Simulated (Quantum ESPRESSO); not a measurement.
# AlN: optical spectrum from first principles, part 3 of 3

Aim: the dielectric function of AlN, and the optical constants that follow from it.

Quantum ESPRESSO 7.5; DFT, PBE, plane waves with norm-conserving potentials (PseudoDojo), scalar-relativistic, independent-particle optical response without local fields and without the non-local commutator.

So far. Step 2 (Ground state): There is a gap, 3.51 eV on this mesh (points off the mesh can give less), so no carriers' term is needed.

**5. Dielectric function**

The spectrum is a sum over vertical transitions between filled and empty bands at the fixed density, so many empty bands are needed.

This step: DFT, PBE, plane waves with norm-conserving potentials (PseudoDojo), scalar-relativistic, independent-particle optical response without local fields and without the non-local commutator (Quantum ESPRESSO 7.5).

epsilon.in

```
&inputpp
  prefix = 'x'
  outdir = './tmp'
  calculation = 'eps'
/
&energy_grid
  smeartype = 'gauss'
  intersmear = 0.2
  wmin = 0.0
  wmax = 22
  nw = 500
/
```

Run with:

```bash
> mpirun -n 4 epsilon.x -nk 4 -in epsilon.in
```

Log:

```text
[banner, memory and clock lines left out]

     Broadcasting variables...

     IMPORTANT: XC functional enforced from input :
     Exchange-correlation= PBE
                           (   1   4   3   4   0   0   0)
     Any further DFT definition will be discarded

     G-vector sticks info

     Fermi energy [eV] is:  6.95690
     The system is a dielectric...
     metallic system: redefining wmin =     0.000000

     Performing eps calculation...

     xx,yy,zz plasmon frequences [eV] are:    20.223445819   20.223445914   20.223445820
```

The job ended after 1.6 s (4 MPI ranks of Arm Neoverse V2, shared host; peak memory 0.04 GiB).

Numbers from this step:

```
electronic dielectric constant ε∞, mean over x, y and z (by symmetry where fewer were run) : 5.664
main peak of Im epsilon, first axis                                                        : 7.297 eV
```

The Im ε, any direction has structure finer than the step of the table below, so its rows give means over 0.5 eV, whole bins alone (the curve runs from 0 to 22 eV). Peaks (eV: height): 5.95: 6.63, 7.32: 11.9, 8.02: 11.4, 9.83: 6.71, 11.02: 7.91, 12.61: 7.16.

Values under the direct gap are tails of Lorentzian lines. Table of Im ε, any direction by photon energy; means over each step:

```csv
photon energy (eV),"Im ε, any direction"
0.5,0.00773
1.0,0.0160
1.5,0.0255
2.0,0.0372
2.5,0.0529
3.0,0.0764
3.5,0.120
4.0,0.322
4.5,1.11
5.0,2.02
5.5,4.19
6.0,5.79
6.5,8.02
7.0,9.35
7.5,10.1
8.0,9.94
8.5,5.93
9.0,3.90
9.5,5.10
10.0,6.02
10.5,4.84
11.0,6.82
11.5,6.28
12.0,6.26
12.5,6.53
13.0,5.50
13.5,3.66
14.0,2.93
14.5,2.75
15.0,1.96
15.5,1.45
16.0,1.27
16.5,0.944
17.0,0.972
17.5,0.712
18.0,0.654
18.5,0.519
19.0,0.427
19.5,0.423
20.0,0.336
20.5,0.401
21.0,0.330
21.5,0.303
```

Table of Re ε, any direction by photon energy:

```csv
photon energy (eV),"Re ε, any direction"
0,5.66
1,5.74
2,6.00
3,6.54
4,7.81
5,9.83
6,8.44
7,7.76
8,1.71
9,1.89
10,0.979
11,2.05
12,-0.375
13,-2.69
14,-2.24
15,-2.63
16,-1.91
17,-1.46
18,-1.10
19,-0.644
20,-0.417
21,-0.251
22,-0.0837
```

Values under the direct gap are tails of Lorentzian lines. Loss function −Im 1/ε at q → 0, any direction against energy loss; read off at these points:

```csv
energy loss (eV),"loss function −Im 1/ε at q → 0, any direction"
0.50,2.4e-4
1.00,4.8e-4
1.50,7.4e-4
2.00,0.00103
2.50,0.00136
3.00,0.00177
3.50,0.00239
4.00,0.00431
4.50,0.0132
5.00,0.0203
5.50,0.0448
6.00,0.0574
6.50,0.0561
7.00,0.0633
7.50,0.0971
8.00,0.0874
8.50,0.167
9.00,0.209
9.50,0.168
10.00,0.156
10.50,0.167
11.00,0.119
11.50,0.177
12.00,0.165
12.50,0.154
13.00,0.150
13.50,0.160
14.00,0.218
14.50,0.203
15.00,0.183
15.50,0.231
16.00,0.233
16.50,0.275
17.00,0.315
17.50,0.424
18.00,0.416
18.50,0.487
19.00,0.706
19.50,0.839
20.00,1.17
20.28,1.70
20.50,1.30
21.00,1.86
21.50,2.20
22.00,3.21
```

Refractive index n and extinction k against photon energy:

```csv
photon energy (eV),n,k
0.0,2.38,0
0.5,2.38,0.00162
1.0,2.40,0.00333
1.5,2.42,0.00526
2.0,2.45,0.00757
2.5,2.49,0.0105
3.0,2.56,0.0148
3.5,2.65,0.0221
4.0,2.80,0.0472
4.5,3.03,0.186
5.0,3.15,0.324
5.5,3.07,0.725
6.0,3.09,1.06
6.5,3.22,1.23
7.0,3.16,1.48
7.5,2.53,1.85
8.0,2.55,2.19
8.5,1.50,1.89
9.0,1.76,1.10
9.5,1.96,1.24
10.0,1.91,1.64
10.5,1.96,1.30
11.0,2.26,1.74
11.5,1.54,1.80
12.0,1.68,1.79
12.5,1.67,1.91
13.0,1.28,2.08
13.5,0.909,1.98
14.0,0.820,1.71
14.5,0.777,1.75
15.0,0.574,1.72
15.5,0.480,1.51
16.0,0.406,1.44
16.5,0.354,1.31
17.0,0.382,1.27
17.5,0.349,1.11
18.0,0.325,1.10
18.5,0.262,0.978
19.0,0.247,0.840
19.5,0.251,0.791
20.0,0.244,0.690
20.5,0.322,0.695
21.0,0.311,0.590
21.5,0.291,0.542
22.0,0.328,0.437
```

The reflectivity at normal incidence, any direction has structure finer than the step of the table below, so its rows give means over 1 eV, whole bins alone (the curve runs from 0 to 22 eV). Peaks (eV: height): 13.3: 54.9, 15.2: 61.9, 16.5: 60.5, 17.3: 61.8, 18.2: 64.3, 18.7: 61.4, 19.8: 56.7.

Table of reflectivity at normal incidence, any direction by photon energy; means over each step:

```csv
photon energy (eV),"reflectivity at normal incidence, any direction (%)"
1,16.9
2,17.7
3,19.2
4,22.5
5,27.1
6,30.7
7,35.7
8,39.8
9,26.3
10,27.5
11,31.5
12,35.4
13,47.6
14,50.0
15,56.2
16,57.2
17,56.5
18,56.9
19,56.1
20,49.1
21,43.6
```

At chosen wavelengths:

```csv
wavelength (nm),n,k,R (%),1/α
1550,2.39,0.003,16.8,47 µm
1064,2.40,0.004,17.0,21 µm
800,2.42,0.005,17.2,12 µm
532,2.48,0.009,18.0,4.5 µm
405,2.57,0.015,19.3,2.1 µm
308,2.81,0.051,22.5,477 nm
248,3.15,0.323,27.3,61 nm
```

Below the direct gap, k and the depth come from the tails of the Lorentzian lines, not from transitions.

Rows near the edge hang on the gap, which this functional as a rule makes too small, and phonon-assisted absorption is left out.

**6. Outcome**

| Property | Result |
| --- | --- |
| electronic dielectric constant ε∞, mean over x, y and z (by symmetry where fewer were run) (independent particles) | 5.66 |
| main peak of Im epsilon, first axis | 7.30 eV |

At this level (PBE, independent particles) AlN has ε∞ = 5.66 and n = 2.39 at 1550 nm, and Im ε peaks at 7.3 eV. Distinct maxima of Im ε, read by a parabola through the highest points, lie at 6.68 eV (8.9), 7.30 eV (12), 7.74 eV (10) and 8.03 eV (11). Excitons and phonon-assisted transitions are missing, and so are local fields; PBE gaps are as a rule too small, which pulls the onset down and ε∞ up. epsilon.x leaves out the commutator of the non-local potential, so its intensities are off, as a rule too high. The sum runs over mesh points, so small or evenly spaced maxima can still be ripples of the mesh.

[Machine, clock, banner and «Message from routine» lines are left out of the logs.]

[Logs are printed without paths, hosts, clocks, repeated set-up lines and the standing remarks that a program may print on its own settings, such as how far it seeks lower states.]

[Hosts, paths, dates, database ids (printed as entryN), source tags and the programs' standing remarks are cut or masked in the printed files.]
